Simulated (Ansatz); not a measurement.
# Mg2ScGeP: relaxing a made-up structure, part 2 of 2

This structure for Mg2ScGeP is made up. Its elements were placed in a known structure type with a cell scaled to their sizes. What cell does the guess relax to, and how far off was it?

Ansatz 0.2.0; DFT, PBE, plane-wave PAW, files of the set soft_1, scalar-relativistic, no spin, cell and ions relaxed at zero pressure; PAW set soft_1 (the session's first sound run).

So far: Set-up; Relaxation of the guess. The relaxed cell has a = 4.040, c = 11.813 Å (conventional setting).

## 3. Bands of the relaxed cell

A second self-consistent run takes a narrower smearing and the mesh shown in its input; the bands follow along the standard path of the relaxed lattice.

This step: DFT, PBE, plane-wave PAW, files of the set soft_1, scalar-relativistic, no spin, bands and density of states at the relaxed cell; PAW set soft_1 (Ansatz 0.2.0).

input.yaml reads:

```yaml
crystal:
  lattice:
    - [-2.0201432929, 2.0201432929, 5.9063055203]
    - [2.0201432929, -2.0201432929, 5.9063055203]
    - [2.0201432929, 2.0201432929, -5.9063055203]
  atoms:
    - { symbol: Ge, position: [0.4003071831, 0.4003071831, 0.0] }
    - { symbol: Sc, position: [0.9961775449, 0.9961775449, 0.0] }
    - { symbol: P, position: [0.6069916713, 0.6069916713, 0.0] }
    - { symbol: Mg, position: [0.2483118004, 0.7483118004, 0.5] }
    - { symbol: Mg, position: [0.7483118004, 0.2483118004, 0.5] }
kpoints:
  mp_grid: { grid: [10, 10, 10] }
  band_path:
    path:
      - [[0.0, 0.0, 0.0], [-0.5, 0.5, 0.0], [-0.5, 0.5, -0.05849282], [-0.27924641, 0.27924641, -0.27924641], [0.0, 0.0, 0.0], [0.5, 0.5, -0.5], [0.27924641, 0.72075359, -0.72075359], [0.0, 0.5, -0.5], [-0.25, 0.75, -0.25], [0.05849282, 0.94150718, -0.5], [0.5, 0.5, -0.5]]
      - [[-0.5, 0.5, 0.0], [-0.25, 0.75, -0.25]]
    npoints: 7
scf:
  occupations: { method: fermi_dirac, width: 0.03 }
  n_extra_bands: 9
hamiltonian:
  xc: pbe
  pseudopotentials: { kind: paw, azcp: { folder: soft_1 } }
output:
  forces: true
  stress: true
  write_bands: true
  dos: { projected: true }
  write_density: true
  write_potential: true
  elf: true
  volumetric_format: npy
```

The run is started by

```sh
ansatz run input.yaml --threads 4 --pin off --max-ram 8192MiB --backend cpu --events-out ev --progress --plain --runs-dir out
```

Numbers of over 12 decimals in the logs are rounded to 6 here.

What it wrote:

```text
[...]
Crystal: 5 atoms, lattice volume = 96.414 Å³
Basis set: ecut = 420 eV, 1871 PW (Γ), exchange–correlation on 90×90×90 points (8 copies of the dense FFT grid, shifted against one another)
Bands: 34, of which v1, the nominal top of the filled ones, is band 25 counted from 1 (24 counted from 0)
Symmetry: 8 space group operations
[...]
k-points: 102 of 1000 (time reversal used)
[...]
SCF iter   1: F=—  HF=-11036.147894 eV  |F-HF|=—  |Δ(HF+E_count)|=         —  Δρ=2.86e-2  dr2=1.07e0  ethr=3.10e-3  ⟨swp⟩=6.7  Hψ=15639  notcnv=0
[...]
SCF iter   9: F=-11035.925007 eV  HF=-11035.925007 eV  |F-HF|=1.31e-8  |Δ(HF+E_count)|=   1.85e-7  Δρ=5.00e-6  dr2=3.13e-8  ethr=2.00e-10  ⟨swp⟩=15.8  Hψ=27442  notcnv=0
SCF 1 converged in 9 iterations: F = -11035.925007 eV  dr2 = 3.13e-8
[...]
NSCF: frozen V_eff on 79 k-points
SCF converged after 9 iterations
Free energy (F): -11035.925007 eV
[...]
Internal energy: -11035.917881 eV  (E = F + TS)
E sigma→0 (E₀):  -11035.921444 eV
Entropy (-TS):   -0.007126 eV (-1.425 meV/atom)
Fermi energy:    9.137734 eV
[...]
--- Forces (eV/Å), atoms counted from 1 ---
  atom   1  Ge     0.00000000    -0.00000000     0.01090922
  atom   2  Sc     0.00000000    -0.00000000    -0.00026190
  atom   3  P     -0.00000000     0.00000000    -0.02469217
  atom   4  Mg     0.00000000     0.00000000     0.00704398
  atom   5  Mg    -0.00000000     0.00000000     0.00704398
  max |Σ_I F_I| component: 4.31e-5 eV/Å
--- Stress (GPa, compression-positive) ---
       -0.015597      -0.000000       0.000000
       -0.000000      -0.015597       0.000000
        0.000000      -0.000000       0.024357
  P = ⅓ Tr σ = -0.0023 GPa (-0.023 kbar)
--- Band table (eV; the first three rows and the last of 102) ---
  k-point 0: bands = [... 21 lower, 6.7444, 8.2450, 8.2450, 8.6546, 9.2419, 10.3109, 10.3460, 10.8880, ... 5 higher]
  k-point 1: bands = [... 21 lower, 6.3664, 7.6246, 7.6355, 9.3240, 9.4890, 10.2521, 10.6465, 11.3066, ... 5 higher]
  k-point 2: bands = [... 21 lower, 5.7011, 6.8061, 6.9063, 9.7093, 10.1182, 10.1613, 10.7315, 11.2028, ... 5 higher]
  k-point 101: bands = [... 21 lower, 6.5463, 7.3848, 8.5332, 8.5525, 8.7192, 8.7192, 10.3262, 11.2500, ... 5 higher]
```

Run time: 16 s. Hardware: 4 threads of Arm Neoverse V1, shared host; peak memory 0.57 GiB.

The column dr2 measures how far the density is from self-consistency, as an energy; F and HF (Harris–Foulkes) agree once it is small.

Numbers from this step:

* free energy: -11035.9250 eV
* energy at zero smearing: -11035.9214 eV
* smearing term TS: 0.007126 eV
* Fermi energy: 9.138 eV
* pressure: -0.002279 GPa

From bands.tsv, the bands that come nearest the Fermi level along the path, at its corners, in eV from the Fermi level:

| point | band 22 | band 23 | band 24 | band 25 | band 26 | band 27 | band 28 | band 29 |
| --- | --- | --- | --- | --- | --- | --- | --- | --- |
| Γ | -2.39 | -0.89 | -0.89 | -0.48 | 0.10 | 1.17 | 1.21 | 1.75 |
| X | -4.19 | -3.55 | -2.64 | -0.89 | -0.52 | 1.20 | 1.75 | 1.97 |
| Y | -4.10 | -3.52 | -2.59 | -0.90 | -0.41 | 1.17 | 1.87 | 2.04 |
| S | -3.61 | -2.57 | -0.31 | 0.10 | 0.14 | 0.97 | 1.30 | 1.68 |
| Γ | -2.39 | -0.89 | -0.89 | -0.48 | 0.10 | 1.17 | 1.21 | 1.75 |
| Z | -2.59 | -1.75 | -0.60 | -0.59 | -0.42 | -0.42 | 1.19 | 2.11 |
| S1 | -3.61 | -2.57 | -0.31 | 0.10 | 0.14 | 0.97 | 1.30 | 1.68 |
| N | -2.78 | -2.54 | -1.25 | 0.02 | 0.78 | 0.94 | 1.68 | 1.78 |
| P | -4.15 | -3.08 | -3.08 | -1.52 | 0.71 | 1.55 | 1.55 | 1.67 |
| Y1 | -4.10 | -3.52 | -2.59 | -0.90 | -0.41 | 1.17 | 1.87 | 2.04 |
| Z | -2.59 | -1.75 | -0.60 | -0.59 | -0.42 | -0.42 | 1.19 | 2.11 |
| X | -4.19 | -3.55 | -2.64 | -0.89 | -0.52 | 1.20 | 1.75 | 1.97 |
| P | -4.15 | -3.08 | -3.08 | -1.52 | 0.71 | 1.55 | 1.55 | 1.67 |

States per cell as run, both spins, in windows of 1 eV, from dos.tsv (zero at the Fermi level):

```
from  to  total
  -8  -7   0.06
  -7  -6   0.03
  -6  -5   1.40
  -5  -4   2.20
  -4  -3   2.19
  -3  -2   2.39
  -2  -1   1.35
  -1   0   2.48
   0   1   2.30
   1   2   5.69
   2   3   4.01
```

Below -8 eV lie 37.9 more states.

Valence density in the ab plane of the cell as run, not the conventional one, at fractional z = 0.000, with atoms of Ge and Sc and P within 0.2 Å of it. It is the smooth field of the valence electrons, not physical close to the nuclei.

Ten steps, logarithmic in the rise over the least value, from '_' (0 e/Å³) to '@' (38 e/Å³), each cell a mean:
```
****--..________________________--++
++++==..__________________________--
::--::..____________________________
______________........______________
______________....::......__________
______________..............________
______________......____....________
______................__......______
______....--==--..........::..______
________..==%%##==............______
________..--%%@@##--..........______
__________..==%%%%==..______________
____________..--==--..______________
______________........______________
__________________....________......
::____________________________::==--
++::__________________________--++**
**++::________________________::++**
```
Columns run along a (6.6 Å), rows up along b (6.6 Å). Atoms in or near the plane, at fractional coordinates: Ge at (0.40, 0.40), Sc at (0.00, 0.00), P at (0.61, 0.61).

ELF in the ab plane of the cell as run, not the conventional one, at fractional z = 0.000, with atoms of Ge and Sc and P within 0.2 Å of it. It is the smooth field of the valence electrons, not physical close to the nuclei.

Ten even steps from '_' (0.02) to '@' (0.84), each cell a mean:
```
::++##::..--==++==========--....****
######--__--++##****========--..::**
==****--__::##%%@@%%##++======--....
........__::##@@@@@@@@##++======--..
--::::::::::**@@@@%%%%%%##++======--
==++****++==++%%%%==::==%%##++======
++**######**++**%%++____==%%##++====
++**####**++++++##%%--__::%%@@##====
==++####**==----++##%%++==%%@@%%**==
==++**##++--::::--++##%%%%@@@@@@**==
==++++****==::**::--++**%%@@@@%%##++
==++++++**++--::::--++++++**####++==
==++++++++++++==--==++**==::::::----
::==++**++++****++****##++::______..
..::==++**++++**########**::..----::
==..::==++++++++**######**::..**####
##++..::==++++++++++****++::..**##++
::##==..::==========++++==--..==##::
```
Columns run along a (6.6 Å), rows up along b (6.6 Å). Atoms in or near the plane, at fractional coordinates: Ge at (0.40, 0.40), Sc at (0.00, 0.00), P at (0.61, 0.61).

Electrostatic potential energy in the ab plane of the cell as run, not the conventional one, at fractional z = 0.000, with atoms of Ge and Sc and P within 0.2 Å of it. With pseudopotentials it is smooth inside the atoms' cores, unlike the true potential.

Ten even steps from '0' (-41 eV) to '9' (11 eV), each cell a mean:
```
003799999999999850
103689999999999985
645789999999999998
887889998789999999
999999985346999999
999999985001699999
999988996100169999
999976788500048999
999865557851037999
999965555786558999
999985565589889999
999997555579999999
999999755568999999
999999986678998889
899999999899998767
689999999999997533
158999999999998400
016899999999998610
```
Columns run along a (6.6 Å; values clipped at the 3rd and 97th percentile), rows up along b (6.6 Å). Atoms in or near the plane, at fractional coordinates: Ge at (0.40, 0.40), Sc at (0.00, 0.00), P at (0.61, 0.61).

## 4. Results

```json
{"space group, relaxed": "I4mm", "conventional cell": "a = 4.040, b = 4.040, c = 11.813 Å; α = 90.0°, β = 90.0°, γ = 90.0°", "volume per atom": "19.28 Å³ (guess 19.33)"}
```

In words: Mg2ScGeP relaxes to I4mm with a = 4.040, b = 4.040 and c = 11.813 Å. The guessed volume was near the relaxed one. The space group I4mm was held in the relaxation, so the end point is a stationary structure within it and may be a saddle against distortions or other arrangements. Bands cross the Fermi level, so it is a metal or semimetal at this level. On the 10×10×10 mesh with the narrower smearing (relaxed on 9×9×9) the largest force component is 0.025 eV/Å and the largest stress component is 0.024 GPa, against the relaxation's thresholds of 0.015 eV/Å and 0.05 GPa. The cutoff wasn't tested. A vector of the cell changed its length by 9 %, more than the volume shows. No dispersion term is used, so weakly bound directions may come out too long. Nothing here tests whether the compound is stable against decomposition.

[Logs are printed without paths, hosts, clocks, repeated set-up lines and the standing remarks that a program may print on its own settings, such as how far it seeks lower states.]

[Hosts, paths, dates, database ids (printed as entryN), source tags and the programs' standing remarks are cut or masked in the printed files.]
